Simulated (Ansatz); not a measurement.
**Starting-point dependence of the GW gap of NaFeN (P6_3mc)**

One-shot GW is not self-consistent; how far does the start matter for NaFeN (P6_3mc)?

Calculated with Ansatz 0.2.0; G0W0 on several functionals, plane waves, PAW.

This is a report of a sequence of runs, with most program output left out.

In doubt: one-shot GW on d or f shells is unsure, so the values of those runs are not to be relied on; masses and optical values from hybrid runs of this build are listed as unsure (step 4), which bears on the screening that GW takes from such a start.

**1. The starting structure**

Symmetry: P6_3mc, No. 186, hexagonal system. The conventional cell has a = 2.979 Å, b = 2.979 Å, c = 9.678 Å, α = 90.00°, β = 90.00°, γ = 120.00°. Na has 4 N at 2.55 to 2.95 Å and 3 Fe at 2.91 Å and 6 Na at 2.98 Å nearest. Nearest to Fe lie 3 N at 1.78 Å. N has 3 Fe at 1.78 Å and 4 Na at 2.55 to 2.95 Å nearest. Farther neighbours and most contacts between anions are not listed.

As a file:

```
Na Fe N
1.0
     2.97920    0.00000    0.00000
    -1.48960    2.58006    0.00000
     0.00000    0.00000    9.67759
Na Fe N
2 2 2
Cartesian
  1.4896 0.8600 7.3616
  0.0000 1.7200 2.5229
  0.0000 0.0000 5.0146
  0.0000 0.0000 0.1758
  0.0000 1.7200 5.4754
  1.4896 0.8600 0.6366
```

The cell and positions are those that the Materials Project relaxed with its own functionals (PBE, PBE+U or r2SCAN), kept fixed.

**2. G0W0 on LDA**

Now the one-shot GW correction: screening in the RPA, then the self-energy of the levels asked for. This step takes PAW set soft_1 files.

This step: G0W0 on LDA, plane waves, PAW; PAW set soft_1.

Input file input.yaml:

```yaml
crystal:
  lattice:
    - [2.9791986867, 0.0, 0.0]
    - [-1.4895993434, 2.5800617456, 0.0]
    - [0.0, 0.0, 9.67759076]
  atoms:
    - { symbol: Na, position: [0.66666667, 0.33333333, 0.76069016] }
    - { symbol: Na, position: [0.33333333, 0.66666667, 0.26069016] }
    - { symbol: Fe, position: [0.0, 0.0, 0.51816637] }
    - { symbol: Fe, position: [0.0, 0.0, 0.01816637] }
    - { symbol: "N", position: [0.33333333, 0.66666667, 0.56578347] }
    - { symbol: "N", position: [0.66666667, 0.33333333, 0.06578347] }
kpoints:
  mp_grid: { grid: [6, 6, 2] }
hamiltonian:
  xc: lda
  pseudopotentials: { kind: paw, azcp: { folder: soft_1 }, xc_functional: pbe }
scf:
  occupations: { method: fixed }
gw:
  n_empty_bands: 589
  ecut_chi: 230.0
  qp_bands: [v2, c2]
  qp_kpoints: band_edges
  screening: { model: contour_deformation }
```

The run is started by

```
$ ansatz run input.yaml --threads 3 --pin off --max-ram 92160MiB --backend cuda --events-out ev --progress --plain --runs-dir out --devices 1 --max-vram 13GiB
```

The job ended after 56 s (1 × NVIDIA H100 80GB HBM3 (shared by 6 runs) with 3 threads of AMD EPYC 7R13 (Zen 3), shared host; peak memory 2.2 GiB).

This step gave:

| Quantity | Value |
| --- | --- |
| bands summed | 619 |
| RPA ε∞ on this mesh (eigenvalues) | 6.219, 37.12, 37.12 |
| plane waves in the screening matrix | 611 |
| q-points in the mesh | 72 |
| G0W0 gap on the mesh | 0.6452 eV |
| k of the valence top | 0.1667, 0.1667, 0 |
| k of the conduction bottom | 0.3333, 0.3333, 0 |
| starting gap on the mesh | 0.2794 eV |
| Z at the valence top | 0.6223 |
| Z at the conduction bottom | 0.6070 |
| least direct G0W0 gap on the computed points | 0.9044 eV |

The gap on the mesh goes from 0.28 eV to 0.65 eV, a correction of +0.37 eV. Between the two edge states, bare exchange in place of the xc potential would open the gap by 6.25 eV, and correlation takes back 5.88 eV.

**3. G0W0 on PBE**

The same correction from a different start measures what one shot leaves open.

This step: G0W0 on PBE, plane waves, PAW; PAW set soft_1.

input.yaml: that of step 2 with these lines changed.

```diff
@@ -15,4 +15,4 @@
 hamiltonian:
-  xc: lda
-  pseudopotentials: { kind: paw, azcp: { folder: soft_1 }, xc_functional: pbe }
+  xc: pbe
+  pseudopotentials: { kind: paw, azcp: { folder: soft_1 } }
 scf:
```

Elapsed: 68 s, on 1 × NVIDIA H100 80GB HBM3 (shared by 6 runs) with 3 threads; peak memory 2.2 GiB.

This step gave:

```
bands summed                                 : 619
RPA ε∞ on this mesh (eigenvalues)            : 6.035, 33.30, 33.30
plane waves in the screening matrix          : 611
q-points in the mesh                         : 72
G0W0 gap on the mesh                         : 0.6212 eV
k of the valence top                         : 0.1667, 0.1667, 0
k of the conduction bottom                   : 0.3333, 0.3333, -0.5
starting gap on the mesh                     : 0.3366 eV
Z at the valence top                         : 0.6241
Z at the conduction bottom                   : 0.6093
least direct G0W0 gap on the computed points : 0.8925 eV
```

Against the run with 6×6×2 mesh, 589 empty bands, screening to 230 eV, PAW set soft_1 files on LDA, the gap moves by −0.02 eV, while the start moved by +0.06 eV.

**4. G0W0 on HSE06**

This step: G0W0 on HSE06, plane waves, PAW; PAW set soft_1.

input.yaml: that of step 3 with these lines changed.

```diff
@@ -15,3 +15,3 @@
 hamiltonian:
-  xc: pbe
+  xc: hse06
   pseudopotentials: { kind: paw, azcp: { folder: soft_1 } }
```

The job ended after 91 s (1 × NVIDIA H100 80GB HBM3 (shared by 6 runs) with 3 threads; peak memory 2.5 GiB).

Numbers from this step:

```yaml
bands_summed: 619
rpa_eps_infinity_on_this_mesh_eigenvalues: 4.776, 19.24, 19.24
plane_waves_in_the_screening_matrix: 611
g0w0_gap_on_the_mesh: 1.061 eV
k_of_the_valence_top: 0.1667, 0.1667, 0
k_of_the_conduction_bottom: 0, -0.5, 0
starting_gap_on_the_mesh: 1.189 eV
least_direct_g0w0_gap_on_the_computed_points: 1.697 eV
```

Against the run with 6×6×2 mesh, 589 empty bands, screening to 230 eV, PAW set soft_1 files on PBE, the gap moves by +0.44 eV, while the start moved by +0.85 eV.

**5. The starts together**

All on the 6×6×2 mesh with 589 empty bands and screening to 230 eV. Times are wall times on 1 × NVIDIA H100 80GB HBM3 (shared by 6 runs) with 3 threads of AMD EPYC 7R13 (Zen 3), shared host, good to a factor of about two.

| start | starting gap (eV) | shift (eV) | G0W0 gap (eV) | RPA ε∞ (harmonic mean) | Z (valence, conduction) | time |
| --- | --- | --- | --- | --- | --- | --- |
| LDA | 0.28 | +0.37 | 0.65 | 13.97 | 0.62, 0.61 | 56 s |
| PBE | 0.34 | +0.28 | 0.62 | 13.29 | 0.62, 0.61 | 68 s |
| HSE06 | 1.19 | −0.13 | 1.06 | 9.57 | 0.68, 0.68 | 91 s |

How the two edges are built up, in eV (the quasiparticle level is the starting level plus Σx plus Σc less Vxc):

| run | edge | start | Σx | Σc | Vxc | Z | QP |
| --- | --- | --- | --- | --- | --- | --- | --- |
| LDA | valence top | 9.56 | -27.37 | 2.01 | -25.90 | 0.62 | 10.10 |
| LDA | conduction bottom | 9.84 | -24.91 | -3.88 | -29.69 | 0.61 | 10.74 |
| PBE | valence top | 9.92 | -27.52 | 2.18 | -25.70 | 0.62 | 10.28 |
| PBE | conduction bottom | 10.26 | -24.84 | -3.88 | -29.37 | 0.61 | 10.90 |
| HSE06 | valence top | 9.31 | -27.33 | 2.48 | -25.56 | 0.68 | 10.02 |
| HSE06 | conduction bottom | 10.50 | -22.69 | -1.71 | -24.99 | 0.68 | 11.09 |

For a hybrid start, Vxc holds its share of exact exchange.

**6. Summary of results**

- G0W0@LDA: 0.65 eV (start 0.28 eV)
- G0W0@PBE: 0.62 eV (start 0.34 eV)
- G0W0@HSE06: 1.06 eV (start 1.19 eV)
- known limits: not at the basis limit; mesh may overstate the screening; no spin polarisation; d states lean on the start; coarse k mesh

**Reading.** The starting gaps span 0.91 eV and the G0W0 gaps 0.44 eV. Between LDA and HSE06, 0.42 eV of the 0.91 eV survives, 46 %. The order is not kept throughout: PBE starts 0.06 eV above LDA and ends 0.02 eV below it, so orbitals matter beside the gap. On HSE06 the correction is negative: that start lies above its own G0W0 value. The smallest correction, −0.13 eV, is on HSE06, the start nearest to reproducing itself. Bands and cutoff are finite, so the gap is not at the basis limit. The miss can reach some tenths of an eV and take either sign; the mesh is an error of its own. The 6×6×2 mesh is coarse for this cell (its supercell is 18 Å along the shortest edge). The RPA ε∞ on it, from the LDA start, is 6.22 and 37.12; such meshes misread the long-range screening, most where the gap is narrow. For the LDA start: The RPA ε∞ on this mesh reaches over 25; with a narrow direct gap a coarse mesh can overstate it, and the correction is then too small. The runs have no spin polarisation. For a closed low-spin shell that is the natural state; where a d or f shell is open it is a constraint, and the gap is then not the crystal's own. With d states at the gap, one-shot GW leans hard on its start. The program marks a band-edge row as in doubt, so the gap is less sure than its digits.

[Paths, hosts, dates, memory and timing lines, banners, echoed tables and standing remarks are left out of the program output.]

[Logs are printed without paths, hosts, clocks, repeated set-up lines and the standing remarks that a program may print on its own settings, such as how far it seeks lower states.]

[Runs of the session that timed out or met a known fault of the program may be left out.]

[Cells called generated may have been cut or substituted from an entry of the Crystallography Open Database or the Materials Project.]

[Hosts, paths, dates, database ids (printed as entryN), source tags and the programs' standing remarks are cut or masked in the printed files.]
